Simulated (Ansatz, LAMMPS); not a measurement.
**Liquid hydrogen fluoride at 273 K (98 atoms): a short ab initio trajectory**

Aim: follow liquid hydrogen fluoride at 273 K (98 atoms) for a short time with forces from DFT, then look at structure and electrons in the last frame.

Calculated with Ansatz 0.2.0; Kohn-Sham DFT, revPBE, PAW (set soft_2), plane waves.

**1. Set-up**

The cell holds 98 atoms: 49 F and 49 H. Its edges and angles: a = 11.756 Å, b = 11.756 Å, c = 11.756 Å, α = 90.0°, β = 90.0°, γ = 90.0°. 49 hydrogen fluoride placed at random, at 1 g/cm³; overlaps pushed apart, then 10 ps at 373 K with a harmonic two-site HF with charges of 0.5 e and a 12-6 site on F. Snapshot after 20 ps at 273 K and fixed volume.

Before any run, some limits are plain. The starting topology of bonds comes from the classical model, and needn't be the one that DFT or experiment would give. Sampling is at Γ alone, for a cell whose shortest periodic width is 12 Å.

**2. Single point at the start**

The forces at the start show how far the geometry lies from a minimum of this functional.

File input.yaml:

```yaml
crystal:
  lattice:
    - [11.75571, 0.0, 0.0]
    - [0.0, 11.75571, 0.0]
    - [0.0, 0.0, 11.75571]
  atoms:
    - { symbol: F, position: [0.89888, 0.00773, 0.07491] }
    - { symbol: H, position: [0.90768, 0.08213, 0.05] }
    - { symbol: F, position: [0.28904, 0.95628, 0.17386] }
    - { symbol: H, position: [0.30055, 0.01115, 0.23023] }
    [... 88 atom lines left out ...]
    - { symbol: F, position: [0.71658, 0.77165, 0.75534] }
    - { symbol: H, position: [0.72055, 0.80804, 0.68167] }
    - { symbol: F, position: [0.14582, 0.00569, 0.57669] }
    - { symbol: H, position: [0.18669, 0.93826, 0.54937] }
    - { symbol: F, position: [0.52101, 0.47546, 0.59185] }
    - { symbol: H, position: [0.57056, 0.47007, 0.65557] }
kpoints:
  mp_grid: { grid: [1, 1, 1] }
hamiltonian:
  xc: revpbe
scf:
  occupations: { method: fixed }
output:
  forces: true
```

Command:

```console
$ ansatz run input.yaml --threads 4 --pin off --max-ram 8192MiB --backend cpu --events-out ev --progress --plain --runs-dir out
```

The job ended after 9.1 s (4 threads of Arm Neoverse V2, shared host; peak memory 1.4 GiB).

Numbers from this run:

```yaml
free_energy: -40475.0871 eV
free_energy_per_atom: -413.0111 eV/atom
scf_cycles: 9
r_m_s_force_component: 0.8456 eV/Å
longest_force: 5.033 eV/Å
fermi_energy: -5.725 eV
```

The r.m.s. force component of 0.85 eV/Å sets the starting point.

Length of the force by element:

```
element  coordination  atoms  mean length of the force (eV/Å)  spread  least  most
      F           all     49                             1.42   0.804  0.136  5.03
      H           all     49                             1.06   0.719  0.304  3.78
```

**3. Dynamics started at 273 K**

Without a thermostat the total energy must stay constant, which tests forces and time step. The time step is 0.5 fs, short enough for the stretching of bonds to hydrogen.

input.yaml, as its differences from that of step 2:

```diff
@@ -15 +15,8 @@
   forces: true
+md:
+  timestep: 0.5
+  n_steps: 340
+  ensemble: nve
+  temperature: 273
+  initial_velocities: maxwell_boltzmann
+  seed: 5231
```

Wall time 33 min (4 threads); peak memory 1.5 GiB.

The program notes that it switched symmetry off.

The trajectory, sampled:

```csv
time (fs),T (K),potential (meV/atom),conserved (meV/atom)
0.0,273,0.0,0.00
11.5,494,-28.3,-0.08
22.5,451,-22.8,-0.04
34.0,490,-27.8,-0.03
45.5,540,-34.2,-0.05
56.5,572,-38.2,-0.03
68.0,605,-42.5,-0.05
79.5,519,-31.5,-0.09
90.5,570,-38.1,-0.04
102.0,517,-31.2,-0.06
113.5,506,-29.9,-0.06
124.5,505,-29.7,-0.06
136.0,484,-27.1,-0.09
147.5,502,-29.4,-0.07
158.5,485,-27.1,-0.06
170.0,481,-26.7,-0.08
```

Mean square displacement from the first frame to the last: F 1.2 Å², H 1.1 Å².

The mean square displacement by time lag:

```
time lag (fs)   F (Å²)  H (Å²)
          0.5   2.0e-5  2.7e-4
          4.0  0.00125  0.0151
          7.5  0.00429  0.0427
         11.0  0.00916  0.0818
         18.0   0.0241   0.167
         21.5   0.0341   0.202
         25.0   0.0456   0.227
         28.5   0.0586   0.242
         32.0   0.0731   0.250
         35.5   0.0891   0.252
         39.0    0.106   0.252
         46.0    0.146   0.258
         49.5    0.167   0.269
         53.0    0.190   0.284
         56.5    0.214   0.304
         60.0    0.239   0.328
         63.5    0.266   0.354
         67.0    0.293   0.381
         74.0    0.350   0.438
         77.5    0.380   0.466
         81.0    0.410   0.495
         85.0    0.445   0.527
```

The drift taken off is the plain mean over atoms, not the centre of mass, so with hydrogen in the cell the heavy atoms' values at short lags are too large.

Over the second half of 170 fs the temperature averages 509 K, falling from about 550 to 486 K (means over the first and last quarter of that half). The conserved energy stays within 0.17 meV/atom. From first frame to last F has the largest mean square displacement, 1.2 Å² at the end; the farthest move is 2.94 Å. The mean temperature of 509 K lies well off the 273 K of the input: without a thermostat, the energy that the start releases heats the cell. The run spans 0.17 ps, too short for its means to be equilibrium values.

**4. Structure statistics late in the run**

The g(r) is a mean over the second half.

Density 1.00 g/cm³, 16.58 Å³ an atom.

Mean of 14 frames. Pair distribution functions g(r), in bins of 0.1 Å:

```
r (Å)  total   F-F    F-H   H-H
 0.75   0.00  0.00   0.00  0.00
 0.85   0.48  0.00   0.95  0.00
 0.95  13.50  0.00  27.00  0.00
 1.05   0.64  0.00   1.28  0.00
 1.15   0.00  0.00   0.00  0.00
 1.25   0.00  0.00   0.00  0.00
 1.35   0.01  0.00   0.02  0.00
 1.45   0.13  0.00   0.27  0.00
 1.55   0.25  0.00   0.49  0.00
 1.65   0.42  0.00   0.84  0.00
 1.75   0.61  0.00   1.21  0.02
 1.85   0.85  0.00   1.69  0.02
 1.95   0.78  0.00   1.41  0.30
 2.05   0.42  0.00   0.62  0.44
 2.15   0.46  0.00   0.48  0.88
 2.25   0.53  0.06   0.43  1.20
 2.35   0.56  0.16   0.31  1.48
 2.45   0.71  0.40   0.40  1.64
 2.55   0.73  0.96   0.31  1.33
 2.65   0.93  1.62   0.43  1.24
 2.75   1.10  2.42   0.56  0.85
 2.85   1.04  2.01   0.70  0.76
 2.95   0.99  1.53   0.86  0.72
 3.05   1.00  1.46   0.95  0.64
 3.15   1.01  1.22   1.02  0.78
 3.25   1.22  1.38   1.34  0.80
 3.35   1.18  1.23   1.31  0.88
 3.45   1.11  1.13   1.21  0.91
 3.55   1.04  0.92   1.14  0.96
 3.65   1.10  0.69   1.27  1.16
 3.75   1.00  0.76   1.11  1.02
 3.85   1.11  0.98   1.12  1.23
 3.95   1.04  0.82   1.19  0.95
 4.05   1.09  0.82   1.20  1.13
 4.15   1.00  0.85   1.01  1.14
 4.25   1.03  0.87   1.08  1.09
 4.35   0.93  0.75   0.93  1.10
 4.45   0.93  0.90   0.88  1.08
 4.55   1.01  1.02   0.88  1.25
 4.65   0.98  1.04   0.90  1.10
 4.75   0.92  1.08   0.82  0.95
 4.85   1.01  1.10   0.94  1.04
 4.95   0.94  1.12   0.90  0.85
 5.05   0.93  0.88   0.97  0.93
```

**5. Single point at the last frame**

The last frame is solved again with fuller output, to read the electronic structure of a thermally displaced geometry.

File input.yaml:

```yaml
crystal:
  lattice:
    - [11.75571, 0.0, 0.0]
    - [0.0, 11.75571, 0.0]
    - [0.0, 0.0, 11.75571]
  atoms:
    - { symbol: F, position: [0.87544, 0.05451, 0.14702] }
    - { symbol: H, position: [0.84678, 0.12565, 0.12188] }
    - { symbol: F, position: [0.2645, 0.93917, 0.17487] }
    - { symbol: H, position: [0.2939, 0.98079, 0.23806] }
    [... 88 atom lines left out ...]
    - { symbol: F, position: [0.73249, 0.81627, 0.71778] }
    - { symbol: H, position: [0.76891, 0.80808, 0.64976] }
    - { symbol: F, position: [0.21356, 0.0554, 0.61554] }
    - { symbol: H, position: [0.23397, 0.03422, 0.53461] }
    - { symbol: F, position: [0.42172, 0.44904, 0.6508] }
    - { symbol: H, position: [0.46115, 0.50608, 0.69435] }
kpoints:
  mp_grid: { grid: [1, 1, 1] }
hamiltonian:
  xc: revpbe
scf:
  occupations: { method: fixed }
output:
  forces: true
  stress: true
  populations: true
  dos:
    method: { smearing: { sigma: 0.1 } }
    de: 0.1
    projected: { site_lists: { F: [F], H: [H] } }
  eigenvalues: true
  write_density: true
  write_potential: true
  volumetric_format: npy
  elf: true
```

It took 18 s on 4 threads; peak memory 1.6 GiB; 67 s of CPU time.

The program notes that the exchange-correlation potential is rough where the density is thin.

Read from the output:

* free energy: -40477.7070 eV
* free energy per atom: -413.0378 eV/atom
* SCF cycles: 8
* pressure: -0.03402 GPa
* r.m.s. force component: 0.7861 eV/Å
* longest force: 4.225 eV/Å
* Fermi energy: -5.263 eV
* gap (highest filled to lowest empty level): 5.968 eV
* spilling of the projection: 0.007341

Length of the force by element:

```
element  coordination  atoms  mean length of the force (eV/Å)  spread  least  most
      F           all     49                             1.12   0.791  0.183  4.22
      H           all     49                             1.09   0.796  0.217  4.09
```

Löwdin charges by element (they lack the spilled electrons, 0.029 e an atom on average):

```
element  coordination  atoms  mean charge (e)  spread   least    most
      F           all     49           -0.443  0.0225  -0.487  -0.390
      H           all     49            0.502  0.0129   0.478   0.533
```

Density of states as counts of states in windows of 1 eV (from the Fermi level), total and the larger projections:

```csv
from (eV),to (eV),total,F p,H s
-14,-8,0.0,0.0,0.0
-8,-7,2.0,1.5,0.4
-7,-6,18.1,14.0,2.7
-6,-5,37.0,29.2,4.7
-5,-4,37.1,30.0,3.7
-4,-3,3.8,3.1,0.3
-3,-2,47.8,47.4,0.1
-2,-1,94.8,94.2,0.2
-1,0,52.3,52.0,0.1
0,1,1.2,1.1,0.0
1,5,0.0,0.0,0.0
```

With fixed occupations the program's Fermi level is the highest filled level; weight inside the gap is the broadening of levels at its edges.

Between -24 and -14 eV lie 98 more states.

The levels nearest the highest filled one (over half full), pooled over k-points and spins:

| level less the highest filled one (eV) | occupation |
| --- | --- |
| -0.537 | 2 |
| -0.448 | 2 |
| -0.327 | 2 |
| -0.216 | 2 |
| -0.144 | 2 |
| 0 | 2 |
| 5.97 | 0 |
| 6.84 | 0 |
| 7.01 | 0 |
| 7.19 | 0 |
| 7.31 | 0 |
| 7.48 | 0 |

Mean Löwdin charges: F -0.44, H +0.50 e (they miss 0.73 % of the electrons, so they add up to more than the cell's charge). The largest share in the top eV of filled states is F p (100 % of the projected weight), and in the lowest eV of empty states H s (79 % of the projected weight).

**6. Summary of results**

| Quantity | Value |
| --- | --- |
| mean temperature, second half | 508.8 K |
| temperature swing, second half | 31.85 K |
| slope of the conserved energy against time, by least squares | -0.303 meV/atom/ps |
| free energy per atom | -413.0378 eV/atom |
| pressure | -0.03402 GPa |
| r.m.s. force component | 0.7861 eV/Å |
| gap (highest filled to lowest empty level) | 5.968 eV |
| wall time of the 3 DFT runs | 34 min |

In words: Over the second half of 170 fs the temperature averages 509 K, falling from about 550 to 486 K (means over the first and last quarter of that half). The conserved energy stays within 0.17 meV/atom. The mean temperature of 509 K lies well off the 273 K of the input: without a thermostat, the energy that the start releases heats the cell. The run spans 0.17 ps, too short for its means to be equilibrium values. The highest filled and lowest empty levels differ by 5.97 eV (at Γ alone); a semilocal functional tends to put such gaps too low. In a disordered cell it changes from sample to sample and from frame to frame.

What to keep in mind: The pressure of a single frame lacks the kinetic term, about 0.42 GPa here.

[Logs are printed without paths, hosts, clocks, repeated set-up lines and the standing remarks that a program may print on its own settings, such as how far it seeks lower states.]

[Hosts, paths, dates, database ids (printed as entryN), source tags and the programs' standing remarks are cut or masked in the printed files.]
